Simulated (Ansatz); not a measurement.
# I_C in SiC (P6_3mc): charge-transition levels and formation energies, part 2 of 2

Aim: at which Fermi levels does I_C in SiC (P6_3mc) change its charge? The model is a cell of 108 host atoms with 1 C taken out and 1 I put in.

Ansatz; place-levels on r2SCAN runs: charge-transition levels and formation energies with image-charge correction and potential alignment at the atomic sites; PAW set soft_1.

So far: Starting point; What was run first.

## Step 3: Levels against the band edges, r2SCAN

A charged cell interacts with its images and the background, and its potential has another zero than the host's. place-levels removes the first by a point-charge model, screened by the static dielectric constant since the ions have relaxed around the charge, and the second by comparing potentials at atoms far from the defect.

The host is a run of the defect-free crystal in the same cutoffs, grids and k-points, so that basis and sampling errors cancel in part in the differences. The host is run in a cell of 12 atoms on a matching mesh. Its band edges are searched through the zone by a band path, so the gap is smaller than, or equal to, that on the mesh. Chemical potentials are energies per atom of C (diamond) and I (solid I2 (Cmce)), run with the same functional and cutoff. Carbon is taken as diamond, which semilocal functionals can put about 0.1 eV an atom over graphite.

Input file levels.point.yaml:

```yaml
host:
  run: host.point.run
states: [qm1.point.run, q0_M1.point.run, qp1.point.run, qp2_M1.point.run, qm1_M2.point.run, qp1_M2.point.run]
geometry_from:
  qm1.point.run: qm1.relax.run
  q0_M1.point.run: q0_M1.relax.run
  qp1.point.run: qp1.relax.run
  qp2_M1.point.run: qp2_M1.relax.run
  qm1_M2.point.run: qm1_M2.relax.run
  qp1_M2.point.run: qp1_M2.relax.run
  host.point.run: host.relax.run
chemical_potentials:
  C:
    energy: -251.553391
    dataset: "<sha256 of the dataset>"
  I:
    energy: -7528.116164
    dataset: "<sha256 of the dataset>"
epsilon: [7.09, 7.09, 7.35]
static_epsilon: [10.43, 10.43, 10.95]
vertical:
  - { from: qm1.point.run, to: qm1.point_neutral.run }
  - { from: qp1.point.run, to: qp1.point_neutral.run }
  - { from: qp2_M1.point.run, to: qp2_M1.point_neutral.run }
  - { from: qm1_M2.point.run, to: qm1_M2.point_neutral.run }
  - { from: qp1_M2.point.run, to: qp1_M2.point_neutral.run }
```

Launch:

```sh
ansatz place-levels levels.point.yaml -- --threads 4 --pin off --max-ram 15073MiB
```

The program printed:

```text
[... repeated set-up lines and file paths are left out, and long positions are rounded to six places ...]
(+2/+1) 1.573 eV above the valence edge, 0.796 eV under the conduction edge
(+1/0) 2.088 eV above the valence edge, 0.280 eV under the conduction edge
(0/-1) 2.559 eV above the valence edge (+2.573 eV without the band-filling correction), in the conduction band
formation energy of charge +2: +7.649 eV with the Fermi level at the valence edge
formation energy of charge +1: +9.222 eV with the Fermi level at the valence edge
formation energy of charge 0: +11.310 eV with the Fermi level at the valence edge
formation energy of charge -1: +13.870 eV with the Fermi level at the valence edge
vertical -1 to 0: no energy, since no alignment is typed
  the change from vertical[0].from (qm1.point.run) to vertical[0].to (qm1.point_neutral.run): by its spins about the atoms it stands at 0.580 0.419 0.728, with an rms radius of about 3.5 Å (1.7 1.7 2.5 Å across the planes of the cell's vectors); [...]
vertical +1 to 0: no energy, since no alignment is typed
  the change from vertical[1].from (qp1.point.run) to vertical[1].to (qp1.point_neutral.run): by its potential at epsilon [7.09, 7.09, 7.35] it stands at 0.972 0.298 0.464, with an rms radius of about 5.8 Å (3.7 2.2 3.8 Å across the planes of the cell's [...]
vertical +2 to 0: no energy, since no alignment is typed
  the change from vertical[2].from (qp2_M1.point.run) to vertical[2].to (qp2_M1.point_neutral.run): by its potential at epsilon [7.09, 7.09, 7.35] it stands at 0.666 0.315 0.545, with an rms radius of about 5.0 Å (2.9 2.4 3.3 Å across the planes of the cell's [...]
vertical -1 to 0: no energy, since no alignment is typed
  the change from vertical[3].from (qm1_M2.point.run) to vertical[3].to (qm1_M2.point_neutral.run): by its potential at epsilon [7.09, 7.09, 7.35] it stands at 0.700 0.855 0.332, with an rms radius of about 5.7 Å (2.3 3.0 4.3 Å across the planes of the cell's [...]
vertical +1 to 0: no energy, since no alignment is typed
  the change from vertical[4].from (qp1_M2.point.run) to vertical[4].to (qp1_M2.point_neutral.run): by its potential at epsilon [7.09, 7.09, 7.35] it stands at 0.656 0.377 0.603, with an rms radius of about 4.2 Å (2.3 2.5 2.5 Å across the planes of the cell's [...]
  edges by r2scan, gap 2.368 eV; the host is sampled to repeats of 18.47 Å
  the defect's cells are sampled to repeats of 18.47 Å, like sampling
  charge +2: -55419.7147 eV with its correction of +1.313 eV, at epsilon [10.43, 10.43, 10.95], aligned at sites: +0.3235 eV, mean over 69 atomic sites at or beyond 4.62 Å from the host's site at [0.5553, 0.4447, 0.5416] by the defect at [0.5556, 0.4444, [...]
  charge +1: -55408.7079 eV with its correction of +0.525 eV, at epsilon [10.43, 10.43, 10.95], aligned at sites: +0.3583 eV, mean over 69 atomic sites at or beyond 4.62 Å from the host's site at [0.5553, 0.4447, 0.5416] by the defect at [0.5556, 0.4444, [...]
  charge 0: +0.000 eV for its dipole among its images, -0.003 omitted
  charge -1: -55385.1776 eV with its correction of -0.252 eV, at epsilon [10.43, 10.43, 10.95], aligned at sites: +0.4188 eV, mean over 69 atomic sites at or beyond 4.62 Å from the host's site at [0.5553, 0.4447, 0.5416] by the defect at [0.5556, 0.4444, [...]
  charge +1: states[5] (qp1_M2.point.run) stands 0.135 eV higher, with a moment of 2.00 μB against 0.00
  charge -1: states[4] (qm1_M2.point.run) stands 0.118 eV higher, with a moment of 2.00 μB against 0.00
  states[4] (qm1_M2.point.run): levels filled in part (TS 0.001 eV): its energy is of no whole electron's
  of states[3] (qp2_M1.point.run): it parts from the run at its places by a charge that spreads by about 2.9 Å along one vector (1.4 Å or more is wide), by its potential at epsilon [7.09, 7.09, 7.35], taken for that of held ions (one typed too small widens [...]
  of states[2] (qp1.point.run): it parts from the run at its places by a charge that spreads by about 3.7 Å along one vector (1.4 Å or more is wide), by its potential at epsilon [7.09, 7.09, 7.35], taken for that of held ions (one typed too small widens it), [...]
  of states[1] (q0_M1.point.run): its sublattices stand up to 0.0500 Å off the host's, which by the two runs' forces adds about +0.03 eV to its energy against the host's, and moves the band edges: relax the crystal first, and build the cells on it; [...]
  of states[0] (qm1.point.run): it parts from the run at its places by a charge that spreads by about 1.7 Å along one vector (1.4 Å or more is wide), by the spins about the atoms, where the cell does not tell a trapped carrier from a band state. [...]
  of states[5] (qp1_M2.point.run): it parts from the run at its places by a charge that spreads by about 2.5 Å along one vector (1.4 Å or more is wide), by its potential at epsilon [7.09, 7.09, 7.35], taken for that of held ions (one typed too small widens [...]
  of states[4] (qm1_M2.point.run): it parts from the run at its places by a charge that spreads by about 3 Å along one vector (1.4 Å or more is wide), by its potential at epsilon [7.09, 7.09, 7.35], taken for that of held ions (one typed too small widens it), [...]
  of vertical[0].from (qm1.point.run): its sublattices stand up to 0.0389 Å off the host's, which by the two runs' forces adds about +0.02 eV to its energy against the host's, and moves the band edges: relax the crystal first, and build the cells on it; [...]
  of vertical[0].to (qm1.point_neutral.run): stability_check_not_made
  of vertical[1].from (qp1.point.run): its sublattices stand up to 0.0460 Å off the host's, which by the two runs' forces adds about +0.03 eV to its energy against the host's, and moves the band edges: relax the crystal first, and build the cells on it; [...]
  vertical[1].to (qp1.point_neutral.run): levels filled in part (TS 0.003 eV): its energy is of no whole electron's
  of vertical[1].to (qp1.point_neutral.run): its moments are held at its close (magnetization.spin_locking), by a field of 0.050 eV a Bohr magneton, and its energy and levels are of the state that this holds: a run that lets them go can end lower; [...]
  of vertical[2].from (qp2_M1.point.run): its sublattices stand up to 0.0504 Å off the host's, which by the two runs' forces adds about +0.01 eV to its energy against the host's, and moves the band edges: relax the crystal first, and build the cells on it; [...]
  vertical[2].to (qp2_M1.point_neutral.run): levels filled in part (TS 0.003 eV): its energy is of no whole electron's
  of vertical[2].to (qp2_M1.point_neutral.run): its moments are held at its close (magnetization.spin_locking), by a field of 0.024 eV a Bohr magneton, and its energy and levels are of the state that this holds: a run that lets them go can end lower; [...]
  vertical[3].from (qm1_M2.point.run): levels filled in part (TS 0.001 eV): its energy is of no whole electron's
  of vertical[3].from (qm1_M2.point.run): its sublattices stand up to 0.0547 Å off the host's, which by the two runs' forces adds about +0.06 eV to its energy against the host's, and moves the band edges: relax the crystal first, and build the cells on it; [...]
  of vertical[3].to (qm1_M2.point_neutral.run): stability_check_not_made
  of vertical[4].from (qp1_M2.point.run): its sublattices stand up to 0.0511 Å off the host's, which by the two runs' forces adds about +0.02 eV to its energy against the host's, and moves the band edges: relax the crystal first, and build the cells on it; [...]
  of vertical[4].to (qp1_M2.point_neutral.run): stability_check_not_made
```

Wall time 0.73 s (4 threads of Intel Xeon 6975P-C (Granite Rapids), shared host).

Levels between the charges placed, in eV above the valence top:

|  | gap (eV) | (+2/+1) | (+1/0) | (0/−1) |
| --- | --- | --- | --- | --- |
| r2SCAN | 2.37 | 1.57 | 2.09 | 2.56 |

Corrections by state:

| charge | moment (μB) | image terms and alignment (eV) | band filling (eV) | ε used | over the lowest of its charge, as the program ranks them, band filling apart (eV) |
| --- | --- | --- | --- | --- | --- |
| +2 | 1.0 | 1.313 | - | principal values (10.43, 10.43, 10.95) | 0.000 |
| +1 | 0.0 | 0.525 | - | principal values (10.43, 10.43, 10.95) | 0.000 |
| 0 | 1.0 | 0.000 | - | - | 0.000 |
| −1 | 0.0 | -0.252 | -0.014 | principal values (10.43, 10.43, 10.95) | 0.000 |
| +1 | 2.0 | 0.520 | - | principal values (10.43, 10.43, 10.95) | 0.135 |
| −1 | 2.0 | -0.273 | - | principal values (10.43, 10.43, 10.95) | 0.118 |

The charged structures listed were also run neutral, and place-levels reads from each pair, by the potential or the spins, how wide the charge is by which they differ; that can be the carrier of either run.

| charge | rms radius (Å) | spread where it is widest against the cell (Å) | wide from (Å) | reading |
| --- | --- | --- | --- | --- |
| +2 | 5.0 | 2.88 | 1.39 | wide |
| +1 | 5.8 | 3.74 | 1.39 | wide |
| −1 | 3.5 | 1.74 | 1.39 | wide |

The neutral runs of these pairs need not share the spin of the lowest neutral state, and very wide values only mean spread over the cell.

From the program's caveats on the states, each cut to its opening words:

- charge +2 (1 μB): it parts from the run at its places by a charge that spreads by about 2.9 Å along one vector (1.4 Å or more is wide), by its potential at epsilon [7.09, 7.09, [...]
- charge +2 (1 μB): the far atoms show a dipole or second moment of the defect's charge, for which the correction takes or leaves out 0.074 eV: further moments aren't read, and [...]
- charge +2 (1 μB): its sublattices stand up to 0.0504 Å off the host's, which by the two runs' forces adds about +0.01 eV to its energy against the host's, and moves the band [...]
- charge +2 (1 μB), 0 (1 μB), +1 (2 μB), −1 (2 μB): flagged: stability check not made
- charge +1: it parts from the run at its places by a charge that spreads by about 3.7 Å along one vector (1.4 Å or more is wide), by its potential at epsilon [7.09, 7.09, [...]
- charge +1: the host's ions (past the first shell or, of a walk that freed a part, those that it held) aren't shown at rest: they stand up to 0.093 Å off their sites, 3.62 [...]
- charge +1: its sublattices stand up to 0.0460 Å off the host's, which by the two runs' forces adds about +0.03 eV to its energy against the host's, and moves the band [...]
- charge 0 (1 μB): its sublattices stand up to 0.0500 Å off the host's, which by the two runs' forces adds about +0.03 eV to its energy against the host's, and moves the band [...]
- charge −1: it parts from the run at its places by a charge that spreads by about 1.7 Å along one vector (1.4 Å or more is wide), by the spins about the atoms, where the [...]
- charge −1: a band-filling correction moves a carrier to the host's band edge, which changes its energy by -0.014 eV
- charge −1: its alignment with the host at atomic sites is doubtful: the mean over the far sites moves by -0.0690 eV from their farther parts to their nearer, more than [...]
- charge −1: the host's ions (past the first shell or, of a walk that freed a part, those that it held) aren't shown at rest: they stand up to 0.132 Å off their sites, 3.37 [...]
- charge −1: its sublattices stand up to 0.0389 Å off the host's, which by the two runs' forces adds about +0.02 eV to its energy against the host's, and moves the band [...]
- charge +1 (2 μB): it parts from the run at its places by a charge that spreads by about 2.5 Å along one vector (1.4 Å or more is wide), by its potential at epsilon [7.09, 7.09, [...]

The host's formation energy from the elements is -0.356 eV per atom; it sets how far the chemical potentials can move.

Limit set by the element alone; other compounds of these elements are not counted. Chemical potentials from the elements' reference states: C 0.00 eV, Si -0.71 eV, I 0.00 eV. Formation energies (C-rich), with the Fermi level at the valence top and at the conduction bottom (gap 2.37 eV):

| charge | at valence top (eV) | at conduction bottom (eV) | correction included (eV) |
| --- | --- | --- | --- |
| +2 | 7.65 | 12.39 | 1.31 |
| +1 | 9.22 | 11.59 | 0.52 |
| 0 | 11.31 | 11.31 | 0.00 |
| −1 | 13.87 | 11.50 | -0.27 |

```tsv
Fermi level (eV)	lowest formation energy (eV)
0.00	7.65
0.22	8.08
0.43	8.51
0.65	8.94
0.86	9.37
1.08	9.80
1.29	10.23
1.51	10.67
1.72	10.94
1.94	11.16
2.15	11.31
2.37	11.31
```

Limit set by the element alone; other compounds of these elements are not counted. Chemical potentials from the elements' reference states: Si 0.00 eV, C -0.71 eV, I 0.00 eV. Formation energies (Si-rich), with the Fermi level at the valence top and at the conduction bottom (gap 2.37 eV):

| charge | at valence top (eV) | at conduction bottom (eV) | correction included (eV) |
| --- | --- | --- | --- |
| +2 | 6.94 | 11.67 | 1.31 |
| +1 | 8.51 | 10.88 | 0.52 |
| 0 | 10.60 | 10.60 | 0.00 |
| −1 | 13.16 | 10.79 | -0.27 |

(Fermi level (eV), lowest formation energy (eV)): (0.00, 6.94), (0.22, 7.37), (0.43, 7.80), (0.65, 8.23), (0.86, 8.66), (1.08, 9.09), (1.29, 9.52), (1.51, 9.95), (1.72, 10.23), (1.94, 10.45), (2.15, 10.60), (2.37, 10.60)

## Step 4: The same at the relaxations' own k-points

The relaxations' own energies give the levels at their sampling, for comparison.

Input file levels.relax_mesh.yaml:

```yaml
host:
  run: host.relax.run
states: [qm1.relax.run, q0_M1.relax.run, qp1.relax.run, qp2_M1.relax.run, qm1_M2.relax.run, qp1_M2.relax.run]
chemical_potentials:
  C:
    energy: -251.553391
    dataset: "<sha256 of the dataset>"
  I:
    energy: -7528.116164
    dataset: "<sha256 of the dataset>"
```

Launch:

```sh
ansatz place-levels levels.relax_mesh.yaml -- --threads 4 --pin off --max-ram 15073MiB
```

The program printed:

```text
(+2/+1) 1.563 eV above the valence edge, 0.816 eV under the conduction edge
(+1/0) 2.210 eV above the valence edge, 0.168 eV under the conduction edge
(0/-1) 2.563 eV above the valence edge, in the conduction band
formation energy of charge +2: +7.487 eV with the Fermi level at the valence edge
formation energy of charge +1: +9.050 eV with the Fermi level at the valence edge
formation energy of charge 0: +11.260 eV with the Fermi level at the valence edge
formation energy of charge -1: +13.822 eV with the Fermi level at the valence edge
  edges by r2scan, gap 2.378 eV; the host is sampled to repeats of 16.00 Å
[... the lines on each state left out ...]
```

Elapsed: 0.19 s, on 4 threads.

Levels between neighbouring charges, in eV above the valence top:

|  | gap (eV) | (+2/+1) | (+1/0) | (0/−1) |
| --- | --- | --- | --- | --- |
| one point at (¼, ¼, ¼) | 2.38 | 1.56 | 2.21 | 2.56 |
| a 2×2×2 shifted mesh | 2.37 | 1.57 | 2.09 | 2.56 |

Going from one point at (¼, ¼, ¼) to a 2×2×2 shifted mesh moves the levels that carry no band-filling term by up to 0.12 eV and formation energies against the elements by up to 0.17 eV; band-filling terms, which differ between samplings, are in these energies.

## Step 5: Outcome

* gap of the host: 2.37 eV (r2SCAN)
* level (plus 2/plus 1): 1.57 eV above the valence top
* level (plus 1/0): 2.09 eV above the valence top
* level (0/minus 1): 2.56 eV above the valence top, past the conduction bottom (2.57 eV above the valence top without the band-filling term)
* lowest of the charges placed, just above the valence top (0.02 eV): +2
* lowest of the charges placed, just below the conduction bottom (0.02 eV): 0
* lowest formation energy at mid-gap of the charges run, C-rich: 10.02 eV
* lowest formation energy at mid-gap of the charges run, Si-rich: 9.30 eV

What this shows: Of the charges placed (−1, 0, +1 and +2), the lowest changes at 1.57 eV (+2/+1) and 2.09 eV (+1/0) above the valence top, in a gap of 2.37 eV. (+1/0) lies nearer to a band edge than the share of the finite-size correction in it (0.52 eV), and that correction holds for a localised charge alone. Charges above +2 were not placed, so these runs say nothing of levels that involve them. States placed: +2 at 1 μB; +1 at 0 μB and 2 μB; 0 at 1 μB; −1 at 0 μB and 2 μB. Other spin states or structures, where not listed, weren't placed. The program finds carriers beyond a band edge of the host and adds a band-filling term at charge −1 (-0.01 eV); steps to such a charge show no bound level, and a defect level inside a band would be read the same way. I is taken at its element; compounds, which aren't counted here, bound the chemical potentials and would shift these formation energies. Going from one point at (¼, ¼, ¼) to a 2×2×2 shifted mesh moves the levels that carry no band-filling term by up to 0.12 eV and formation energies against the elements by up to 0.17 eV; band-filling terms, which differ between samplings, are in these energies. The program doubts the alignment of potentials for at least one state, a sign that the cell is small. What this leaves open: r2SCAN makes the gap too small and tends to spread out bound carriers; spin–orbit coupling, which can matter with heavy atoms, is left out; force components of up to 0.57 eV/Å remain in a run at the final settings.

Computed beside measured:

| quantity | measured | r2SCAN |
| --- | --- | --- |
| band gap (least gap of the host) (eV) | 3.03 | 2.37 (-0.66 eV) |

Measured values from arxiv:1806.04908 (2018).

**Verdict.** The band gap is off by -0.66 eV: a clear miss. Local and semilocal functionals usually give gaps below the measured ones. Zero-point and thermal motion shift the measured gap.

[Logs are printed without paths, hosts, clocks, repeated set-up lines and the standing remarks that a program may print on its own settings, such as how far it seeks lower states.]

[Hosts, paths, dates, database ids (printed as entryN), source tags and the programs' standing remarks are cut or masked in the printed files.]

[Where a table of states has a column of steps, it counts the stored structures, which are thinned; the runs took as many ionic steps or more.]

[A defect's name tells the site on which it was built; relaxed atoms can leave that site.]

[For some hosts the program warned that the k-mesh of the response run may be too coarse for force constants and the static dielectric constant; such warnings are not shown here.]
